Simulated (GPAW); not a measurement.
# Optical response of Re, part 2 of 2

Aim: the dielectric function of Re, and the optical constants that follow from it.

GPAW 26.7.0; DFT, PBE, plane-wave PAW (GPAW data sets), scalar-relativistic, RPA, optical limit.

So far. Step 2 (Ground state): There are states at the Fermi level within the smearing, so the occupations stay smeared and the carriers get a Drude term.

### 4. Dielectric function, RPA (continued)

Values under 1 per cm are given as 1; sum at mesh points, not converged in k. Table of absorption coefficient by photon energy:

| photon energy (eV) | E ∥ x (1/cm) | E ∥ z (1/cm) |
| --- | --- | --- |
| 0.492 | 7.2e5 | 8.4e5 |
| 1.010 | 6.8e5 | 8.0e5 |
| 1.486 | 5.8e5 | 7.1e5 |
| 1.985 | 5.8e5 | 7.3e5 |
| 2.508 | 7.9e5 | 8.2e5 |
| 3.018 | 9.4e5 | 9.1e5 |
| 3.510 | 1.1e6 | 9.9e5 |
| 3.980 | 1.2e6 | 1.1e6 |
| 4.516 | 1.7e6 | 1.3e6 |
| 4.981 | 1.8e6 | 1.5e6 |
| 5.515 | 1.8e6 | 1.9e6 |
| 6.021 | 1.8e6 | 1.9e6 |
| 6.494 | 1.9e6 | 1.8e6 |
| 6.985 | 1.9e6 | 1.8e6 |
| 7.496 | 1.8e6 | 1.7e6 |
| 8.026 | 1.6e6 | 1.6e6 |
| 8.516 | 1.5e6 | 1.4e6 |
| 9.023 | 1.5e6 | 1.5e6 |
| 9.483 | 1.4e6 | 1.5e6 |
| 10.026 | 1.3e6 | 1.7e6 |
| 10.519 | 1.7e6 | 1.7e6 |
| 11.029 | 1.9e6 | 1.8e6 |
| 11.479 | 1.8e6 | 1.8e6 |
| 12.023 | 1.8e6 | 1.7e6 |
| 12.504 | 1.8e6 | 2.0e6 |
| 13.000 | 1.7e6 | 1.7e6 |
| 13.512 | 1.8e6 | 1.7e6 |

The reflectivity at normal incidence has structure finer than the step of the table below, so its rows give means over 0.5 eV, whole bins alone (the curve runs from 0.305 to 14.0 eV). Peaks (eV: height): E ∥ x 4.75: 62.8, 11.03: 38.5; E ∥ z 6.12: 62.7, 10.24: 39.2, 11.40: 38.6, 12.59: 37.4.

Sum at mesh points, not converged in k. Reflectivity at normal incidence against photon energy; means over each step:

```csv
photon energy (eV),E ∥ x (%),E ∥ z (%)
1.0,82.6,88.8
1.5,63.7,73.4
2.0,51.8,60.2
2.5,52.9,54.9
3.0,52.8,50.3
3.5,51.7,49.4
4.0,52.5,47.9
4.5,59.9,49.9
5.0,62.3,52.7
5.5,61.1,59.9
6.0,59.3,62.2
6.5,59.3,58.4
7.0,61.0,56.5
7.5,60.2,54.2
8.0,52.6,49.5
8.5,47.9,37.6
9.0,41.3,36.1
9.5,34.4,34.5
10.0,26.2,36.9
10.5,31.7,36.5
11.0,37.7,34.4
11.5,36.4,36.6
12.0,36.4,31.8
12.5,36.0,35.4
13.0,32.2,32.9
13.5,32.2,28.2
```

The Im ε, E ∥ x has structure finer than the step of the table below, so its rows give means over 0.5 eV, whole bins alone (the curve runs from 0.305 to 14.0 eV). Peaks (eV: height): without local fields 2.55: 23.8, 4.33: 23.3; with local fields 2.59: 23.5, 4.29: 23.0.

Sum at mesh points, not converged in k. The Im ε, E ∥ x by photon energy; means over each step:

| photon energy (eV) | without local fields | with local fields |
| --- | --- | --- |
| 1.0 | 33.0 | 33.0 |
| 1.5 | 20.7 | 20.7 |
| 2.0 | 19.4 | 19.3 |
| 2.5 | 22.6 | 22.4 |
| 3.0 | 21.0 | 21.0 |
| 3.5 | 18.4 | 18.8 |
| 4.0 | 20.9 | 20.9 |
| 4.5 | 22.0 | 21.7 |
| 5.0 | 15.1 | 15.0 |
| 5.5 | 11.3 | 11.3 |
| 6.0 | 8.91 | 8.92 |
| 6.5 | 7.54 | 7.70 |
| 7.0 | 5.79 | 5.83 |
| 7.5 | 4.02 | 4.04 |
| 8.0 | 3.60 | 3.63 |
| 8.5 | 3.12 | 3.15 |
| 9.0 | 2.89 | 2.91 |
| 9.5 | 2.90 | 2.91 |
| 10.0 | 3.18 | 3.19 |
| 10.5 | 4.18 | 4.25 |
| 11.0 | 3.75 | 3.83 |
| 11.5 | 3.20 | 3.26 |
| 12.0 | 2.94 | 3.02 |
| 12.5 | 2.55 | 2.61 |
| 13.0 | 2.43 | 2.44 |
| 13.5 | 2.37 | 2.40 |

Sum at mesh points, not converged in k. Table of loss function −Im 1/ε at q → 0 by energy loss; read off at these points:

```
energy loss (eV)    E ∥ x    E ∥ z
           0.500  0.00212  0.00123
           0.750  0.00586  0.00334
           1.000   0.0127  0.00693
           1.250   0.0240   0.0143
           1.500   0.0429   0.0287
           1.750   0.0496   0.0391
           2.000   0.0515   0.0477
           2.250   0.0459   0.0516
           2.500   0.0415   0.0564
           2.750   0.0469   0.0683
           3.000   0.0458   0.0564
           3.250   0.0485   0.0644
           3.500   0.0533   0.0637
           3.750   0.0560   0.0708
           4.000   0.0450   0.0648
           4.250   0.0436   0.0650
           4.500   0.0428   0.0630
           4.750   0.0451   0.0643
           5.000   0.0512   0.0595
           5.250   0.0584   0.0566
           5.500   0.0614   0.0551
           5.750   0.0685   0.0596
           6.000   0.0753   0.0653
           6.250   0.0812   0.0788
           6.500   0.0797   0.0871
           6.750   0.0838   0.0990
           7.000   0.0886    0.104
           7.250   0.0919    0.115
           7.500    0.109    0.129
           7.750    0.136    0.144
           8.000    0.160    0.169
           8.250    0.167    0.223
           8.500    0.200    0.247
           8.750    0.223    0.230
           9.000    0.249    0.225
           9.250    0.292    0.231
           9.500    0.289    0.239
           9.750    0.349    0.218
           9.820    0.355    0.221
          10.000    0.320    0.219
          10.250    0.256    0.218
          10.500    0.230    0.254
          10.750    0.217    0.270
          11.000    0.226    0.245
          11.250    0.250    0.238
          11.500    0.269    0.267
          11.750    0.269    0.296
          12.000    0.283    0.316
          12.250    0.289    0.286
          12.500    0.310    0.262
          12.750    0.350    0.303
          13.000    0.361    0.361
          13.250    0.375    0.360
          13.500    0.351    0.380
          13.599    0.366    0.384
          13.750    0.401    0.366
```

From ε follow the optical constants at some laser and lamp lines:

| wavelength (nm) | n x | k x | R (%) x | 1/α x | n z | k z | R (%) z | 1/α z |
| --- | --- | --- | --- | --- | --- | --- | --- | --- |
| 1064 | 2.32 | 5.605 | 78.1 | 15 nm | 1.79 | 6.575 | 86.0 | 13 nm |
| 800 | 2.77 | 3.714 | 60.4 | 17 nm | 2.31 | 4.617 | 71.3 | 14 nm |
| 633 | 3.22 | 2.929 | 51.2 | 17 nm | 2.59 | 3.661 | 60.6 | 14 nm |
| 405 | 3.45 | 3.120 | 53.3 | 10 nm | 2.93 | 3.005 | 52.1 | 11 nm |
| 365 | 3.19 | 3.107 | 53.1 | 9.3 nm | 2.80 | 2.754 | 49.2 | 11 nm |
| 308 | 3.49 | 3.160 | 53.7 | 7.8 nm | 2.89 | 2.677 | 48.2 | 9.2 nm |
| 248 | 2.12 | 3.561 | 62.2 | 5.5 nm | 2.73 | 3.043 | 52.9 | 6.5 nm |

In reflection the computed colour is light grey: x = 0.317, y = 0.334, luminous reflectivity 54 %.

### 5. Outcome

**Reading.** At this level (PBE, RPA) Re is a metal. The mesh is too coarse to trust the carriers' weight, the reflectivity or the colour to better than tens of per cent. In reflection the computed colour is light grey: x = 0.317, y = 0.334, luminous reflectivity 54 %. The carriers' damping of 0.05 eV is typed, not computed; it shapes the response at the lowest energies. Spin-orbit coupling is left out although heavy atoms are present. In this version of GPAW the matrix elements of the optical limit are incomplete, which can lower ε − 1 by up to a tenth where first-row anions or d states rule, and shift it by more in d metals. GPAW's carrier term has the form −ωp²/(ω + i·rate)², which damps like twice the rate and fails at low energy, so the curves leave the lowest energies out. The sum runs over mesh points 0.15 Å⁻¹ apart with no interpolation, so peaks are partly noise of the mesh, and the Drude plasma energy, a sum over the Fermi surface, isn't converged.

[Machine, clock and banner lines and Python warnings are left out of the logs.]

[Logs are printed without paths, hosts, clocks, repeated set-up lines and the standing remarks that a program may print on its own settings, such as how far it seeks lower states.]

[Hosts, paths, dates, database ids (printed as entryN), source tags and the programs' standing remarks are cut or masked in the printed files.]
